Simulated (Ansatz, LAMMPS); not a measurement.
**Glassy 81B2O3-19MgO (mol %) (137 atoms) under strain**

Aim: relax glassy 81B2O3-19MgO (mol %) (137 atoms), then change its volume and shape to read moduli from the stress.

Program: Ansatz 0.2.0. Level of theory: Kohn-Sham DFT, PBEsol, PAW (set soft_2), plane waves. Results are calculated unless marked as measured.

### Step 1. The structure

The cell holds 137 atoms: 50 B, 6 Mg and 81 O. Its edges and angles: a = 11.518 Å, b = 11.518 Å, c = 11.518 Å, α = 90.0°, β = 90.0°, γ = 90.0°. 137 atoms (50 B, 6 Mg, 81 O) placed at random at 2.03 g/cm³, melted at 3000 K for 20 ps at fixed volume with the Buckingham and Coulomb pair potential of Guillot and Sator (Geochim. Cosmochim. Acta 71, 1249 (2007)) with the boron terms of Wang et al. (J. Non-Cryst. Solids 498, 294 (2018)). Quenched from 3000 K to 300 K at 20 K/ps and fixed volume, held 10 ps at zero pressure.

What the set-up can't give: The quench rate of 20 K/ps far exceeds what a furnace or splat quench reaches, so expect more defects and frozen-in strain than in a real sample. The network of bonds at the start is that of the classical potential that made the cell, and needn't be the one that DFT or experiment would give. Sampling is at Γ alone.

### Step 2. Single point at the start

A single point comes first, to see the forces before anything moves.

File input.yaml:

```yaml
crystal:
  lattice:
    - [11.51796, 0.0, 0.0]
    - [0.0, 11.51796, 0.0]
    - [0.0, 0.0, 11.51796]
  atoms:
    - { symbol: B, position: [0.60116, 0.4764, 0.24888] }
    - { symbol: B, position: [0.45005, 0.90269, 0.50837] }
    - { symbol: B, position: [0.11599, 0.66393, 0.23974] }
    - { symbol: B, position: [0.23287, 0.43683, 0.65621] }
    - { symbol: B, position: [0.60467, 0.94104, 0.702] }
    - { symbol: B, position: [0.22528, 0.145, 0.4172] }
    - { symbol: B, position: [0.63133, 0.25246, 0.32194] }
    - { symbol: B, position: [0.44753, 0.68378, 0.37725] }
    - { symbol: B, position: [0.99507, 0.53104, 0.39247] }
    - { symbol: B, position: [0.31134, 0.6445, 0.60747] }
    - { symbol: B, position: [0.46423, 0.00536, 0.09731] }
    - { symbol: B, position: [0.24862, 0.04607, 0.19876] }
    - { symbol: B, position: [0.11038, 0.0575, 0.03349] }
    - { symbol: B, position: [0.08099, 0.27221, 0.27845] }
    - { symbol: B, position: [0.70107, 0.55748, 0.59524] }
    - { symbol: B, position: [0.00577, 0.53067, 0.80577] }
    - { symbol: B, position: [0.7586, 0.58262, 0.37836] }
    - { symbol: B, position: [0.70676, 0.64991, 0.04014] }
    - { symbol: B, position: [0.21339, 0.06069, 0.8208] }
    - { symbol: B, position: [0.84108, 0.2667, 0.24834] }
    - { symbol: B, position: [0.87995, 0.36968, 0.05157] }
    - { symbol: B, position: [0.88226, 0.81131, 0.4962] }
    - { symbol: B, position: [0.9305, 0.58604, 0.11058] }
    - { symbol: B, position: [0.43743, 0.45652, 0.08528] }
    - { symbol: B, position: [0.90313, 0.21085, 0.67077] }
    - { symbol: B, position: [0.26842, 0.16806, 0.6357] }
    - { symbol: B, position: [0.44438, 0.97761, 0.87429] }
    - { symbol: B, position: [0.95159, 0.8819, 0.06926] }
    - { symbol: B, position: [0.4545, 0.09524, 0.37404] }
    - { symbol: B, position: [0.98449, 0.30285, 0.87459] }
    - { symbol: B, position: [0.50141, 0.38578, 0.85273] }
    - { symbol: B, position: [0.22932, 0.85236, 0.54166] }
    [... 99 atom lines left out ...]
    - { symbol: O, position: [0.15578, 0.35651, 0.22563] }
    - { symbol: O, position: [0.87642, 0.55608, 0.37173] }
    - { symbol: O, position: [0.36804, 0.03581, 0.16418] }
    - { symbol: O, position: [0.01736, 0.98139, 0.05705] }
    - { symbol: O, position: [0.53732, 0.99284, 0.79128] }
    - { symbol: O, position: [0.45364, 0.6655, 0.85743] }
kpoints:
  mp_grid: { grid: [1, 1, 1] }
hamiltonian:
  xc: pbesol
scf:
  occupations: { method: gaussian, width: 0.05 }
output:
  forces: true
```

Run with:

```console
$ ansatz run input.yaml --threads 4 --pin off --max-ram 8192MiB --backend cpu --events-out ev --progress --plain --runs-dir out
```

Numbers of over 12 decimals in the logs are rounded to 6 here.

Output:

```text
[...]
Pseudopotentials: kind: paw
Pseudopotential: B, paw, valence charge 3, recommended cutoff 420 eV (normal), B.paw.azcp
Pseudopotential: Mg, paw, valence charge 10, recommended cutoff 420 eV (normal), Mg.paw.azcp
Pseudopotential: O, paw, valence charge 6, recommended cutoff 420 eV (normal), O.paw.azcp
[... 3 lines on functional and potentials left out ...]
Crystal: 137 atoms, lattice volume = 1528.012 Å³
Basis set: ecut = 420 eV, 29855 PW (Γ), exchange–correlation on 160×160×160 points (8 copies of the dense FFT grid, shifted against one another)
Bands: 485, of which v1, the nominal top of the filled ones, is band 348 counted from 1 (347 counted from 0)
Symmetry: 1 space group operations
Space group: P1 (ITA 1), of the structure as read, at distance tolerance 1.2e-4 Å
k-points: 1
[... 10 lines on functional and potentials left out ...]
Initial density: superposition of atomic densities (neutral atoms: chi_scale 0, normalization atom), corrected by the library's trained network
Initial wavefunctions: pseudopotential atomic-orbital guess
[...]
SCF iter   1: F=—  HF=-64638.212349 eV  |F-HF|=—  |Δ(HF+E_count)|=         —  Δρ=1.24e-2  dr2=1.91e0  ethr=1.77e-3  ⟨swp⟩=6.0  Hψ=2127  notcnv=0  defer=98
preconditioner: auto → Resta (q_TF=auto, 2.393 Å⁻¹)  ε∞=3.1  [insulator: Δε(μ)=3.622 eV  Ē_g=16.537 eV  σ=0.050 eV  W_gap=1.00  n_scr=364 (ndim 8)  ℏωp=24.2 eV  f_vac=0.171  D(μ)=0.00/eV (n_scr^D=0)  ε∞_Penn≈3.1]
SCF iter   2: F=—  HF=-64637.698834 eV  |F-HF|=—  |Δ(HF+E_count)|=   5.14e-1  Δρ=2.69e-3  dr2=8.93e-2  ethr=2.75e-4  ⟨swp⟩=2.0  Hψ=809  notcnv=0  defer=129
SCF iter   3: F=—  HF=-64637.690237 eV  |F-HF|=—  |Δ(HF+E_count)|=   8.60e-3  Δρ=1.30e-3  dr2=3.01e-2  ethr=1.28e-5  ⟨swp⟩=2.0  Hψ=582  notcnv=0  defer=47
automatic band count: iteration 3 solves 403 bands in place of 485: the levels show a gap, and the empty bands left out lie too high to hold charge; the band table lists the bands solved (type scf.n_extra_bands for more)
SCF iter   4: F=—  HF=-64637.687711 eV  |F-HF|=—  |Δ(HF+E_count)|=   2.53e-3  Δρ=4.98e-4  dr2=3.35e-3  ethr=4.32e-6  ⟨swp⟩=2.0  Hψ=600  notcnv=0  defer=47
SCF iter   5: F=—  HF=-64637.687275 eV  |F-HF|=—  |Δ(HF+E_count)|=   4.36e-4  Δρ=1.69e-4  dr2=4.38e-4  ethr=4.81e-7  ⟨swp⟩=3.0  Hψ=681  notcnv=0  defer=47
[...]
SCF iter   9: F=—  HF=-64637.687547 eV  |F-HF|=—  |Δ(HF+E_count)|=   1.59e-6  Δρ=5.83e-6  dr2=4.55e-7  ethr=1.75e-10  ⟨swp⟩=3.0  Hψ=681  notcnv=0  defer=47
SCF iter  10: F=-64637.687548 eV  HF=-64637.687548 eV  |F-HF|=3.57e-8  |Δ(HF+E_count)|=   1.18e-7  Δρ=1.23e-6  dr2=2.95e-8  ethr=1.44e-11  ⟨swp⟩=3.0  Hψ=1679  notcnv=0
SCF 1 converged in 10 iterations: F = -64637.687548 eV  dr2 = 2.95e-8
[...]
SCF converged after 10 iterations
Free energy (F): -64637.687548 eV
Harris-Foulkes:  -64637.687548 eV  (|F-HF|=3.57e-8)
Internal energy: -64637.687548 eV  (E = F + TS)
E sigma→0 (E₀):  -64637.687548 eV
Fermi energy:    4.867882 eV
--- Per-component energies (eV) ---
[...]
Σ components = -64637.687548   (vs F -64637.687548, Δ=0.00e0)
--- Forces (eV/Å), atoms counted from 1 ---
  atom   1  B     -1.07597217    -2.00824956    -1.04028915
  atom   2  B     -1.10085061     1.87418384    -0.90987021
  atom   3  B     -0.56366749     0.73434573     2.23887357
  atom   4  B     -1.50189463     0.89621419     2.14793753
[...]
atom 137  O     -0.11799891     0.05251225     0.47805991
  max |Σ_I F_I| component: 7.50e-5 eV/Å
```

Wall time 8.7 s (4 threads of Intel Xeon Platinum 8559C (Emerald Rapids), shared host); peak memory 2.3 GiB; 32 s of CPU time.

The r.m.s. force at the start is 1.1 eV/Å.

### Step 3. Cell and atoms relaxed

The cell is relaxed with the atoms, since the starting lattice needn't suit this functional.

File input.yaml:

```yaml
crystal:
  lattice:
    - [11.51796, 0.0, 0.0]
    - [0.0, 11.51796, 0.0]
    - [0.0, 0.0, 11.51796]
  atoms:
    [... the 137 atom lines of step 2 ...]
kpoints:
  mp_grid: { grid: [1, 1, 1] }
hamiltonian:
  xc: pbesol
scf:
  occupations: { method: gaussian, width: 0.05 }
output:
  forces: true
relax:
  f_tol: 0.05
  max_steps: 150
  cell: {}
```

Output:

```text
[...]
Crystal: 137 atoms, lattice volume = 1528.012 Å³
Basis set: ecut = 420 eV, 29855 PW (Γ), exchange–correlation on 160×160×160 points (8 copies of the dense FFT grid, shifted against one another)
Bands: 485, of which v1, the nominal top of the filled ones, is band 348 counted from 1 (347 counted from 0)
Symmetry: 1 space group operations
[...]
k-points: 1
[...]
SCF iter   1: F=—  HF=-64638.212349 eV  |F-HF|=—  |Δ(HF+E_count)|=         —  Δρ=1.24e-2  dr2=1.91e0  ethr=1.77e-3  ⟨swp⟩=6.0  Hψ=2127  notcnv=0  defer=98
[...]
SCF iter  10: F=-64637.687548 eV  HF=-64637.687548 eV  |F-HF|=3.50e-8  |Δ(HF+E_count)|=   1.14e-7  Δρ=1.22e-6  dr2=2.91e-8  ethr=1.44e-11  ⟨swp⟩=3.0  Hψ=1759  notcnv=0
SCF 1 converged in 10 iterations: F = -64637.687548 eV  dr2 = 2.91e-8
[...]
relax step   1: F+E_penalty+E_count = -64637.68754762 eV  Δ(F+E_penalty+E_count) = +0.000e0 eV  max|allowed force component| = 4.012e0 eV/Å  Δτ_max = 0.0000 Å  P = -9.106 GPa  Ω = 1528.012 Å³  (10 SCF iters, dr2 threshold 1.00e-7 eV, accepted)
[... from here on, the SCF cycles and remarks between the steps are left out ...]
relax step   2: F+E_penalty+E_count = -64646.25463919 eV  Δ(F+E_penalty+E_count) = -8.567e0 eV  max|allowed force component| = 2.263e0 eV/Å  Δτ_max = 0.1947 Å  P = -3.799 GPa  Ω = 1484.983 Å³  energy of the carried Pulay correction = +1.955e-1 eV  (8 SCF iters, dr2 threshold 1.37e-5 eV, accepted)
relax step   3: F+E_penalty+E_count = -64649.64053475 eV  Δ(F+E_penalty+E_count) = -3.386e0 eV  max|allowed force component| = 1.005e0 eV/Å  Δτ_max = 0.2000 Å  P = -1.138 GPa  Ω = 1464.844 Å³  energy of the carried Pulay correction = +2.889e-1 eV  (7 SCF iters, dr2 threshold 1.37e-5 eV, accepted)
relax step   4: F+E_penalty+E_count = -64650.68272726 eV  Δ(F+E_penalty+E_count) = -1.042e0 eV  max|allowed force component| = 5.253e-1 eV/Å  Δτ_max = 0.2000 Å  P = -0.513 GPa  Ω = 1459.647 Å³  energy of the carried Pulay correction = +3.133e-1 eV  (7 SCF iters, dr2 threshold 1.37e-5 eV, accepted)
relax step   5: F+E_penalty+E_count = -64651.11610319 eV  Δ(F+E_penalty+E_count) = -4.334e-1 eV  max|allowed force component| = 5.176e-1 eV/Å  Δτ_max = 0.2000 Å  P = -0.371 GPa  Ω = 1456.069 Å³  energy of the carried Pulay correction = +3.300e-1 eV  (7 SCF iters, dr2 threshold 1.37e-5 eV, accepted)
relax step   6: F+E_penalty+E_count = -64651.48020993 eV  Δ(F+E_penalty+E_count) = -3.641e-1 eV  max|allowed force component| = 5.411e-1 eV/Å  Δτ_max = 0.1943 Å  P = -0.133 GPa  Ω = 1446.829 Å³  energy of the carried Pulay correction = +3.736e-1 eV  (7 SCF iters, dr2 threshold 1.37e-5 eV, accepted)
relax step   7: F+E_penalty+E_count = -64651.71780980 eV  Δ(F+E_penalty+E_count) = -2.376e-1 eV  max|allowed force component| = 2.438e-1 eV/Å  Δτ_max = 0.2000 Å  P = -0.122 GPa  Ω = 1440.945 Å³  energy of the carried Pulay correction = +4.015e-1 eV  (7 SCF iters, dr2 threshold 1.37e-5 eV, accepted)
relax step   8: F+E_penalty+E_count = -64651.81064901 eV  Δ(F+E_penalty+E_count) = -9.284e-2 eV  max|allowed force component| = 2.657e-1 eV/Å  Δτ_max = 0.1350 Å  P = -0.005 GPa  Ω = 1436.983 Å³  energy of the carried Pulay correction = +4.203e-1 eV  (7 SCF iters, dr2 threshold 3.71e-6 eV, accepted)
relax step   9: F+E_penalty+E_count = -64651.89804286 eV  Δ(F+E_penalty+E_count) = -8.739e-2 eV  max|allowed force component| = 2.815e-1 eV/Å  Δτ_max = 0.1053 Å  P = -0.149 GPa  Ω = 1433.874 Å³  energy of the carried Pulay correction = +4.351e-1 eV  (7 SCF iters, dr2 threshold 4.41e-6 eV, accepted)
relax step  10: F+E_penalty+E_count = -64652.08528589 eV  Δ(F+E_penalty+E_count) = -1.872e-1 eV  max|allowed force component| = 2.808e-1 eV/Å  Δτ_max = 0.2000 Å  P = -0.135 GPa  Ω = 1434.277 Å³  energy of the carried Pulay correction = +4.332e-1 eV  (7 SCF iters, dr2 threshold 4.95e-6 eV, accepted)
relax step  11: F+E_penalty+E_count = -64652.19840372 eV  Δ(F+E_penalty+E_count) = -1.131e-1 eV  max|allowed force component| = 4.841e-1 eV/Å  Δτ_max = 0.1927 Å  P = -0.250 GPa  Ω = 1432.782 Å³  energy of the carried Pulay correction = +4.403e-1 eV  (7 SCF iters, dr2 threshold 4.93e-6 eV, accepted)
relax step  12: F+E_penalty+E_count = -64652.38413196 eV  Δ(F+E_penalty+E_count) = -1.857e-1 eV  max|allowed force component| = 2.870e-1 eV/Å  Δτ_max = 0.2000 Å  P = -0.047 GPa  Ω = 1432.861 Å³  energy of the carried Pulay correction = +4.399e-1 eV  (7 SCF iters, dr2 threshold 1.37e-5 eV, accepted)
relax step  13: F+E_penalty+E_count = -64652.52407651 eV  Δ(F+E_penalty+E_count) = -1.399e-1 eV  max|allowed force component| = 6.093e-1 eV/Å  Δτ_max = 0.1948 Å  P = -0.263 GPa  Ω = 1431.456 Å³  energy of the carried Pulay correction = +4.466e-1 eV  (7 SCF iters, dr2 threshold 5.15e-6 eV, accepted)
relax step  14: F+E_penalty+E_count = -64652.70382117 eV  Δ(F+E_penalty+E_count) = -1.797e-1 eV  max|allowed force component| = 2.985e-1 eV/Å  Δτ_max = 0.2000 Å  P = -0.078 GPa  Ω = 1426.752 Å³  energy of the carried Pulay correction = +4.692e-1 eV  (7 SCF iters, dr2 threshold 1.37e-5 eV, accepted)
[...]
relax step  50: F+E_penalty+E_count = -64653.89561286 eV  Δ(F+E_penalty+E_count) = +1.103e-1 eV  max|allowed force component| = 7.633e-1 eV/Å  Δτ_max = 0.1808 Å  P = +0.168 GPa  Ω = 1434.660 Å³  energy of the carried Pulay correction = +4.314e-1 eV  (7 SCF iters, dr2 threshold 4.81e-6 eV, rejected (line search))
relax step  51: F+E_penalty+E_count = -64654.01426122 eV  Δ(F+E_penalty+E_count) = -8.379e-3 eV  max|allowed force component| = 2.551e-1 eV/Å  Δτ_max = 0.0731 Å  P = -0.155 GPa  Ω = 1442.017 Å³  energy of the carried Pulay correction = +3.964e-1 eV  (12 SCF iters, accepted)
relax step  52: F+E_penalty+E_count = -64654.00470826 eV  Δ(F+E_penalty+E_count) = +9.553e-3 eV  max|allowed force component| = 5.159e-1 eV/Å  Δτ_max = 0.0973 Å  P = +0.372 GPa  Ω = 1434.632 Å³  energy of the carried Pulay correction = +4.315e-1 eV  (7 SCF iters, dr2 threshold 4.07e-6 eV, rejected (line search))
relax step  53: F+E_penalty+E_count = -64654.03559990 eV  Δ(F+E_penalty+E_count) = -2.134e-2 eV  max|allowed force component| = 4.473e-2 eV/Å  Δτ_max = 0.0473 Å  P = +0.027 GPa  Ω = 1440.198 Å³  energy of the carried Pulay correction = +4.050e-1 eV  (11 SCF iters, accepted)
relax step  54: F+E_penalty+E_count = -64653.77463791 eV  Δ(F+E_penalty+E_count) = +2.610e-1 eV  max|allowed force component| = 4.478e-2 eV/Å  Δτ_max = 0.0000 Å  P = -0.309 GPa  Ω = 1440.198 Å³  stress off target by 4.85e-1 GPa  SCF on the basis re-selected at this cell (its energy is not comparable with the rows above)  (7 SCF iters)
relax step  55: F+E_penalty+E_count = -64653.82114894 eV  Δ(F+E_penalty+E_count) = -4.651e-2 eV  max|allowed force component| = 9.513e-2 eV/Å  Δτ_max = 0.0306 Å  P = +0.130 GPa  Ω = 1432.292 Å³  energy of the carried Pulay correction = +3.770e-2 eV  (7 SCF iters, dr2 threshold 5.89e-7 eV, accepted)
relax step  56: F+E_penalty+E_count = -64653.79024446 eV  Δ(F+E_penalty+E_count) = +3.090e-2 eV  max|allowed force component| = 2.432e-1 eV/Å  Δτ_max = 0.0750 Å  P = -0.193 GPa  Ω = 1432.484 Å³  energy of the carried Pulay correction = +3.552e-2 eV  (8 SCF iters, dr2 threshold 5.66e-7 eV, rejected (line search))
relax step  57: F+E_penalty+E_count = -64653.83602597 eV  Δ(F+E_penalty+E_count) = -1.488e-2 eV  max|allowed force component| = 4.709e-2 eV/Å  Δτ_max = 0.0308 Å  P = +0.052 GPa  Ω = 1431.038 Å³  energy of the carried Pulay correction = +4.327e-2 eV  (11 SCF iters, accepted)
relax step  58: F+E_penalty+E_count = -64653.84096690 eV  Δ(F+E_penalty+E_count) = -4.941e-3 eV  max|allowed force component| = 7.471e-2 eV/Å  Δτ_max = 0.0375 Å  P = -0.028 GPa  Ω = 1430.469 Å³  energy of the carried Pulay correction = +4.576e-2 eV  (9 SCF iters, dr2 threshold 1.81e-8 eV, accepted)
relax step  59: F+E_penalty+E_count = -64653.84457258 eV  Δ(F+E_penalty+E_count) = -3.606e-3 eV  max|allowed force component| = 3.535e-2 eV/Å  Δτ_max = 0.0168 Å  P = -0.022 GPa  Ω = 1430.216 Å³  energy of the carried Pulay correction = +4.694e-2 eV  (6 SCF iters, dr2 threshold 3.49e-7 eV, accepted)
relax step  60: F+E_penalty+E_count = -64653.81051340 eV  Δ(F+E_penalty+E_count) = +3.406e-2 eV  max|allowed force component| = 3.540e-2 eV/Å  Δτ_max = 0.0000 Å  P = -0.054 GPa  Ω = 1430.216 Å³  stress off target by 9.39e-2 GPa  SCF on the basis re-selected at this cell (its energy is not comparable with the rows above)  (6 SCF iters)
relax step  61: F+E_penalty+E_count = -64653.81895896 eV  Δ(F+E_penalty+E_count) = -8.446e-3 eV  max|allowed force component| = 2.241e-2 eV/Å  Δτ_max = 0.0139 Å  P = -0.010 GPa  Ω = 1428.690 Å³  energy of the carried Pulay correction = +7.110e-3 eV  (8 SCF iters, dr2 threshold 2.20e-8 eV, accepted)
relax step  62: F+E_penalty+E_count = -64653.80977155 eV  Δ(F+E_penalty+E_count) = +9.187e-3 eV  max|allowed force component| = 2.238e-2 eV/Å  Δτ_max = 0.0000 Å  P = -0.014 GPa  Ω = 1428.690 Å³  stress off target by 2.20e-2 GPa  SCF on the basis re-selected at this cell (its energy is not comparable with the rows above)  (4 SCF iters)
[...]
SCF converged after 4 iterations
Free energy (F): -64653.809772 eV
[...]
Internal energy: -64653.809772 eV  (E = F + TS)
E sigma→0 (E₀):  -64653.809772 eV
Fermi energy:    5.424473 eV
[...]
--- Forces (eV/Å), atoms counted from 1 ---
  atom   1  B     -0.00083702    -0.00123431     0.00066576
  atom   2  B      0.00435644    -0.00100866     0.00043781
  atom   3  B      0.00775365    -0.00259104     0.00386882
  atom   4  B      0.00201787     0.00454783     0.00024286
  atom   5  B     -0.00894503     0.00479468     0.00464456
  atom   6  B      0.00784912    -0.00203667     0.00217915
  atom   7  B     -0.00359213    -0.00328047    -0.00554141
  atom   8  B     -0.02237729     0.00944574    -0.00123409
  atom   9  B      0.00089061    -0.00392330     0.00051345
  atom  10  B      0.00750672    -0.00403780     0.00695256
  atom  11  B     -0.00098614    -0.00194487    -0.00343720
  atom  12  B      0.00130556     0.00534407    -0.00207019
  atom  13  B      0.01572033     0.00115499    -0.00950099
  atom  14  B      0.00255846     0.00202272    -0.00394023
[...]
atom 136  O      0.00744382    -0.00097102    -0.00225334
  atom 137  O      0.00009416     0.00254977    -0.00215264
  max |Σ_I F_I| component: 1.13e-5 eV/Å
--- Stress (GPa, compression-positive) ---
       -0.008877       0.002893      -0.004143
        0.002894      -0.011493       0.000000
       -0.004133      -0.000008      -0.020583
  P = ⅓ Tr σ = -0.0137 GPa (-0.137 kbar)
--- Relaxed structure (59 steps of the walk, 52 accepted, 3 SCFs on fresh bases) ---
  F+E_penalty+E_count = -64653.80977155 eV   max|allowed force component| = 2.238e-2 eV/Å   (the final SCF, on the basis selected at the relaxed cell)
  cell:  # Å, volume = 1428.6898 Å³
    - [11.461248, -0.103526, 0.141169]
    - [-0.103526, 11.342104, 0.248683]
    - [0.141169, 0.248683, 10.998526]
  atoms:
    - { symbol: B, position: [0.600873, 0.452381, 0.294103] }
    - { symbol: B, position: [0.465394, 0.992439, 0.524128] }
    - { symbol: B, position: [0.097523, 0.650241, 0.238606] }
    - { symbol: B, position: [0.193470, 0.484369, 0.657206] }
[...]
- { symbol: O, position: [0.423807, 0.609548, 0.927921] }
```

Run time: 8.8 min. Hardware: 4 threads; peak memory 2.4 GiB.

The relaxation converged after 59 steps, with a largest force component of 0.022 eV/Å.

(Continued in part 2 of 3.)

[Logs are printed without paths, hosts, clocks, repeated set-up lines and the standing remarks that a program may print on its own settings, such as how far it seeks lower states.]

[Hosts, paths, dates, database ids (printed as entryN), source tags and the programs' standing remarks are cut or masked in the printed files.]
